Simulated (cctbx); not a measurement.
# Cu2PdI6 with cctbx, script by script

Library: cctbx 2025.11. The data are simulated by the first script.

## 1. Simulate the data

run.py:

```python
from cctbx import adptbx, crystal, miller, sgtbx, xray
from cctbx.array_family import flex
from iotbx.shelx import hklf
from scitbx import matrix
import scitbx.random

cs = crystal.symmetry(unit_cell=(6.817, 7.012, 14.8402, 90, 116.4029, 90), space_group_symbol='Hall: -P 2ybc')  # P2_1/c
atoms = [  # label, site, U (iso, or U11 U22 U33 U12 U13 U23 in A^2), occupancy
    ("I1", (0.0287, 0.6729, 0.3497), 0.0046, 1),
    ("I2", (0.2614, 0.2514, 0.5081), 0.0051, 1),
    ("I3", (0.6801, 0.3349, 0.3581), 0.0047, 1),
    ("Pd1", (0, 0.5, 0.5), 0.0044, 1),
    ("Cu1", (0.6676, 0.5282, 0.1622), 0.0049, 1),
]
xs = xray.structure(crystal_symmetry=cs)
for label, site, u, occ in atoms:
    u = adptbx.u_cif_as_u_star(cs.unit_cell(), u) if isinstance(u, tuple) else u
    xs.add_scatterer(xray.scatterer(label, site=site, u=u, occupancy=occ))
xs.set_inelastic_form_factors(0.71073, "sasaki")
xs.show_summary()
p1 = xs.expand_to_p1()
ms = miller.build_set(p1, anomalous_flag=True, d_min=0.77)
flex.set_random_seed(768970)
scitbx.random.set_random_seed(768970)
ms = ms.select(flex.random_double(ms.size()) < 0.8)
i = ms.structure_factors_from_scatterers(p1, algorithm="direct").f_calc().as_intensity_array().data()
i = i * 5000 / flex.max(i)
sig = flex.sqrt(i + flex.pow2(0.015 * i) + 4 ** 2)
noise = scitbx.random.variate(scitbx.random.normal_distribution())(i.size())
data = ms.array(data=i + sig * noise, sigmas=sig).set_observation_type_xray_intensity()
with open("data.hkl", "w") as f:
    data.export_as_shelx_hklf(f)
print("reflections written:", data.size(), " <I/sigma> = %.1f" % flex.mean(data.data() / data.sigmas()))
for h, a, b in list(data.sort("data"))[:12]:
    print("%4d%4d%4d %9.1f %7.1f" % (h + (a, b)))
```

```console
$ python run.py
```

```text
Number of scatterers: 5
At special positions: 1
Unit cell: (6.817, 7.012, 14.8402, 90, 116.403, 90)
Space group: P 1 21/c 1 (No. 14)
reflections written: 4625  <I/sigma> = 9.0
   0   0  -6    4931.3   103.2
   0   0   6    4840.0   103.2
  -3   0   0    3834.3    84.5
   3   0   0    3796.1    84.5
   1  -1  -4    3576.5    79.2
   1   1  -4    3525.4    79.2
  -1  -1   4    3463.1    79.2
  -1   1   4    3437.2    79.2
   1   1   2    3271.7    75.2
  -2   2   2    3264.2    75.4
   2  -2  -2    3218.0    75.4
  -1   1  -2    3216.7    75.2
```

Run time: 0.39 s on 1 thread of Arm Neoverse N1, with other jobs on the host, peak memory 0.07 GiB.

## 2. Refinement (right model, isotropic)

run.py:

```python
import math
from cctbx import adptbx, crystal, maptbx, sgtbx, xray
from cctbx.array_family import flex
from cctbx.xray import observations
from iotbx.shelx import hklf
from scitbx.lstbx import normal_eqns_solving
from smtbx import absolute_structure, utils
from smtbx.refinement import constraints, least_squares

cs = crystal.symmetry(unit_cell=(6.817, 7.012, 14.8402, 90, 116.4029, 90), space_group_symbol='Hall: -P 2ybc')  # P2_1/c
atoms = [  # label, site, U (iso, or U11 U22 U33 U12 U13 U23 in A^2), occupancy
    ("I1", (0.0397, 0.665, 0.3567), 0.0200, 1),
    ("I2", (0.2688, 0.2546, 0.5114), 0.0200, 1),
    ("I3", (0.6777, 0.3339, 0.3555), 0.0200, 1),
    ("Pd1", (0, 0.5, 0.5), 0.0200, 1),
    ("Cu1", (0.6647, 0.5322, 0.1635), 0.0200, 1),
]
xs = xray.structure(crystal_symmetry=cs)
for label, site, u, occ in atoms:
    u = adptbx.u_cif_as_u_star(cs.unit_cell(), u) if isinstance(u, tuple) else u
    xs.add_scatterer(xray.scatterer(label, site=site, u=u, occupancy=occ))
xs.set_inelastic_form_factors(0.71073, "sasaki")
raw = hklf.reader(file_name="data.hkl").as_miller_arrays(crystal_symmetry=cs, anomalous=True)[0]
merged = raw.eliminate_sys_absent().merge_equivalents()
fo2 = merged.array().set_observation_type_xray_intensity()
print("Rint %.3f, %d unique reflections to %.2f A" % (merged.r_int(), fo2.size(), fo2.d_min()))
for sc in xs.scatterers():
    sc.flags.set_grad_site(True)
    sc.flags.set_grad_u_aniso(sc.flags.use_u_aniso())
    sc.flags.set_grad_u_iso(sc.flags.use_u_iso())
obs = fo2.as_xray_observations()
extra = {}
rep = constraints.reparametrisation(xs, [], utils.connectivity_table(xs), **extra)
ls = least_squares.crystallographic_ls(obs, rep, weighting_scheme=least_squares.mainstream_shelx_weighting(a=0, b=0))
print("cycle     R1     wR2    GooF  max shift (A)")
for cycle in range(8):
    ls.build_up()
    r1, wr2, goof = ls.r1_factor(cutoff_factor=2)[0], ls.wR2(), ls.goof()
    old = xs.sites_cart()
    normal_eqns_solving.levenberg_marquardt_iterations(ls, n_max_iterations=3, tau=1e-06, step_threshold=1e-7)
    big = flex.max((xs.sites_cart() - old).norms())
    print("%4d %7.4f %7.4f %7.3f %9.5f" % (cycle + 1, r1, wr2, goof, big))
    ls.build_up(objective_only=True)
    if abs(ls.wR2() - wr2) < 5e-5 and big < 5e-4:
        break
ls.build_up()
print("final R1 %.4f wR2 %.4f GooF %.3f  parameters %d  data/parameter %.1f" % (ls.r1_factor(cutoff_factor=2)[0], ls.wR2(), ls.goof(), ls.n_parameters, fo2.size() / ls.n_parameters))
cov = ls.covariance_matrix_and_annotations()
su = dict(zip(cov.annotations, (math.sqrt(max(v, 0)) for v in cov.matrix.matrix_packed_u_diagonal())))
a2 = cs.unit_cell().reciprocal_parameters()[0] ** -2
print("atom        x        y        z      Ueq    occ   su(xyz)  su(Uiso or U11)")
for sc in xs.scatterers():
    s = max(su.get(sc.label + k, 0) for k in (".x", ".y", ".z"))
    npd = "" if sc.is_positive_definite_u(cs.unit_cell()) else "  NPD"
    print("%-5s %8.5f %8.5f %8.5f %8.4f %6.3f %8.5f %7.4f%s" % ((sc.label,) + sc.site + (sc.u_iso_or_equiv(cs.unit_cell()), sc.occupancy, s, su.get(sc.label + ".uiso", su.get(sc.label + ".u11", 0) * a2), npd)))
fo = fo2.f_sq_as_f()
fc = fo.structure_factors_from_scatterers(xs, algorithm="direct").f_calc()
diff = fo.f_obs_minus_f_calc(1 / math.sqrt(ls.scale_factor()), fc).average_bijvoet_mates()
m = diff.fft_map(symmetry_flags=maptbx.use_space_group_symmetry, resolution_factor=0.25).apply_volume_scaling()
print("difference map: max %.2f min %.2f rms %.2f" % (m.statistics().max(), m.statistics().min(), m.statistics().sigma()))
peaks = m.peak_search(parameters=maptbx.peak_search_parameters(min_distance_sym_equiv=0.6, max_clusters=6)).all()
near = xs.closest_distances(peaks.sites(), distance_cutoff=4)
sps = cs.special_position_settings(min_distance_sym_equiv=0.5)
for k, (x, h) in enumerate(zip(peaks.sites(), peaks.heights())):
    ss = sps.site_symmetry(x)
    print("Q%-3d %7.4f %7.4f %7.4f %4d %7.2f  %.2f A from %s" % ((k + 1,) + tuple(t % 1 for t in ss.exact_site()) + (ss.multiplicity(), h, near.smallest_distances[k], xs.scatterers()[near.i_seqs[k]].label)))
```

```console
$ python run.py
```

```text
Rint 0.041, 1445 unique reflections to 0.77 A
cycle     R1     wR2    GooF  max shift (A)
   1  0.2319  0.4332   8.949   0.11197
   2  0.0222  0.0454   0.939   0.00001
final R1 0.0222 wR2 0.0454 GooF 0.939  parameters 17  data/parameter 85.0
atom        x        y        z      Ueq    occ   su(xyz)  su(Uiso or U11)
I1     0.02864  0.67290  0.34972   0.0048  1.000  0.00006  0.0001
I2     0.26130  0.25131  0.50808   0.0051  1.000  0.00007  0.0001
I3     0.68013  0.33499  0.35810   0.0047  1.000  0.00007  0.0001
Pd1    0.00000  0.50000  0.50000   0.0045  1.000  0.00000  0.0001
Cu1    0.66755  0.52818  0.16230   0.0051  1.000  0.00013  0.0002
difference map: max 1.72 min -1.43 rms 0.42
Q1    0.1991  0.7085  0.2228    4    1.79  1.95 A from I3
Q2    0.1676  0.2031  0.9906    4    1.74  0.66 A from I2
Q3    0.3841  0.0286  0.6268    4    1.68  1.81 A from Cu1
Q4    0.2348  0.6060  0.9200    4    1.54  1.88 A from Cu1
Q5    0.2507  0.0448  0.9800    4    1.52  1.48 A from I2
Q6    0.3187  0.2123  0.5728    4    1.42  0.90 A from I2
```

Time: 0.54 s.

## 3. Refinement (right model, anisotropic)

run.py, as its changes from the last script of this kind:

```diff
@@ -12,5 +12,5 @@
-    ("I1", (0.0397, 0.665, 0.3567), 0.0200, 1),
-    ("I2", (0.2688, 0.2546, 0.5114), 0.0200, 1),
-    ("I3", (0.6777, 0.3339, 0.3555), 0.0200, 1),
-    ("Pd1", (0, 0.5, 0.5), 0.0200, 1),
-    ("Cu1", (0.6647, 0.5322, 0.1635), 0.0200, 1),
+    ("I1", (0.02864, 0.6729, 0.34972), 0.0048, 1),
+    ("I2", (0.2613, 0.25131, 0.50808), 0.0051, 1),
+    ("I3", (0.68013, 0.33499, 0.3581), 0.0047, 1),
+    ("Pd1", (0, 0.5, 0.5), 0.0045, 1),
+    ("Cu1", (0.66755, 0.52818, 0.1623), 0.0051, 1),
@@ -22,0 +23 @@
+xs.convert_to_anisotropic()
```

```console
$ python run.py
```

```text
Rint 0.041, 1445 unique reflections to 0.77 A
cycle     R1     wR2    GooF  max shift (A)
   1  0.0222  0.0454   0.947   0.00028
   2  0.0220  0.0450   0.938   0.00000
final R1 0.0220 wR2 0.0450 GooF 0.938  parameters 42  data/parameter 34.4
atom        x        y        z      Ueq    occ   su(xyz)  su(Uiso or U11)
I1     0.02864  0.67290  0.34972   0.0048  1.000  0.00006  0.0002
I2     0.26129  0.25130  0.50807   0.0051  1.000  0.00007  0.0002
I3     0.68013  0.33499  0.35810   0.0047  1.000  0.00007  0.0002
Pd1    0.00000  0.50000  0.50000   0.0045  1.000  0.00000  0.0003
Cu1    0.66757  0.52819  0.16229   0.0051  1.000  0.00013  0.0003
difference map: max 1.74 min -1.43 rms 0.41
Q1    0.3838  0.0283  0.6264    4    1.77  1.81 A from Cu1
Q2    0.2002  0.7089  0.2237    4    1.72  1.95 A from I3
Q3    0.1604  0.2004  0.9932    4    1.54  0.71 A from I2
Q4    0.3006  0.2179  0.5630    4    1.52  0.77 A from I2
Q5    0.2343  0.6072  0.9204    4    1.51  1.89 A from Cu1
Q6    0.2501  0.0451  0.9790    4    1.44  1.48 A from I2
```

Time: 0.53 s.

## 4. Refinement

run.py, as its changes from the last script of this kind:

```diff
@@ -22 +22 @@
-xs.set_inelastic_form_factors(0.71073, "sasaki")
+# no anomalous dispersion
@@ -37 +37 @@
-for cycle in range(8):
+for cycle in range(12):
```

```console
$ python run.py
```

```text
Rint 0.041, 1445 unique reflections to 0.77 A
cycle     R1     wR2    GooF  max shift (A)
   1  0.0256  0.0521   1.085   0.00043
   2  0.0224  0.0459   0.956   0.00000
final R1 0.0224 wR2 0.0459 GooF 0.956  parameters 42  data/parameter 34.4
atom        x        y        z      Ueq    occ   su(xyz)  su(Uiso or U11)
I1     0.02864  0.67290  0.34971   0.0052  1.000  0.00007  0.0002
I2     0.26130  0.25130  0.50807   0.0055  1.000  0.00007  0.0002
I3     0.68012  0.33498  0.35810   0.0051  1.000  0.00007  0.0002
Pd1    0.00000  0.50000  0.50000   0.0061  1.000  0.00000  0.0003
Cu1    0.66757  0.52820  0.16228   0.0032  1.000  0.00013  0.0004
difference map: max 1.76 min -1.45 rms 0.42
Q1    0.3848  0.0280  0.6262    4    1.78  1.80 A from Cu1
Q2    0.2001  0.7092  0.2237    4    1.76  1.95 A from I3
Q3    0.3539  0.5187  0.8248    4    1.73  0.44 A from Cu1
Q4    0.1597  0.2005  0.9934    4    1.59  0.71 A from I2
Q5    0.3009  0.2184  0.5631    4    1.57  0.77 A from I2
Q6    0.1497  0.5595  0.5414    4    1.53  1.02 A from Pd1
```

Time: 0.55 s.

This run holds a fault made on purpose: anomalous dispersion left out.

## 5. Refinement

run.py, as its changes from the last script of this kind:

```diff
@@ -16 +15,0 @@
-    ("Cu1", (0.66755, 0.52818, 0.1623), 0.0051, 1),
@@ -22 +21 @@
-# no anomalous dispersion
+xs.set_inelastic_form_factors(0.71073, "sasaki")
```

```console
$ python run.py
```

```text
Rint 0.041, 1445 unique reflections to 0.77 A
cycle     R1     wR2    GooF  max shift (A)
   1  0.2487  0.4731   9.828   0.01172
   2  0.2442  0.4632   9.623   0.00003
final R1 0.2442 wR2 0.4632 GooF 9.623  parameters 33  data/parameter 43.8
atom        x        y        z      Ueq    occ   su(xyz)  su(Uiso or U11)
I1     0.02759  0.67344  0.34972   0.0009  1.000  0.00070  0.0020  NPD
I2     0.25984  0.25239  0.50771   0.0018  1.000  0.00072  0.0020
I3     0.68164  0.33580  0.35831   0.0012  1.000  0.00068  0.0019  NPD
Pd1    0.00000  0.50000  0.50000   0.0026  1.000  0.00000  0.0034  NPD
difference map: max 116.22 min -10.90 rms 3.86
Q1    0.3322  0.0257  0.3374    4  116.27  2.96 A from I1
Q2    0.2764  0.2581  0.0117    4   25.26  0.13 A from I2
Q3    0.0328  0.6780  0.3443    4   21.53  0.11 A from I1
Q4    0.3357  0.6626  0.6445    4   20.60  0.11 A from I3
Q5    0.0000  0.0000  0.0000    2   17.41  0.00 A from Pd1
Q6    0.0352  0.6258  0.6639    4    8.68  2.11 A from I3
```

Time: 0.56 s.

This run holds a fault made on purpose: atom left out: Cu1.

## 6. Refinement

run.py, as its changes from the last script of this kind:

```diff
@@ -14 +14 @@
-    ("I3", (0.68013, 0.33499, 0.3581), 0.0047, 1),
+    ("Lu1", (0.68013, 0.33499, 0.3581), 0.0047, 1),
@@ -15,0 +16 @@
+    ("Cu1", (0.66755, 0.52818, 0.1623), 0.0051, 1),
```

```console
$ python run.py
```

```text
Rint 0.041, 1445 unique reflections to 0.77 A
cycle     R1     wR2    GooF  max shift (A)
   1  0.1563  0.3124   6.511   0.00307
   2  0.0622  0.1503   3.133   0.00003
final R1 0.0622 wR2 0.1503 GooF 3.133  parameters 42  data/parameter 34.4
atom        x        y        z      Ueq    occ   su(xyz)  su(Uiso or U11)
I1     0.02857  0.67293  0.34963  -0.0015  1.000  0.00021  0.0006  NPD
I2     0.26122  0.25113  0.50796  -0.0010  1.000  0.00022  0.0006  NPD
Lu1    0.68024  0.33501  0.35805   0.0174  1.000  0.00022  0.0006
Pd1    0.00000  0.50000  0.50000  -0.0015  1.000  0.00000  0.0010  NPD
Cu1    0.66751  0.52775  0.16225  -0.0012  1.000  0.00044  0.0011  NPD
difference map: max 7.43 min -9.32 rms 1.19
Q1    0.2379  0.2292  0.0042    4    7.56  0.20 A from I2
Q2    0.0000  0.5000  0.5000    2    6.32  0.00 A from Pd1
Q3    0.0232  0.1673  0.1562    4    6.01  0.33 A from I1
Q4    0.0818  0.6515  0.3689    4    5.79  0.38 A from I1
Q5    0.2718  0.6859  0.7016    4    3.53  1.08 A from Lu1
Q6    0.2097  0.6216  0.6740    4    3.38  1.10 A from Lu1
```

Run time: 0.56 s on 1 thread of Arm Neoverse N1, with other jobs on the host, peak memory 0.09 GiB.

This run holds a fault made on purpose: wrong element: Lu1 is I.

[Logs are printed without paths, hosts, clocks, repeated set-up lines and the standing remarks that a program may print on its own settings, such as how far it seeks lower states.]
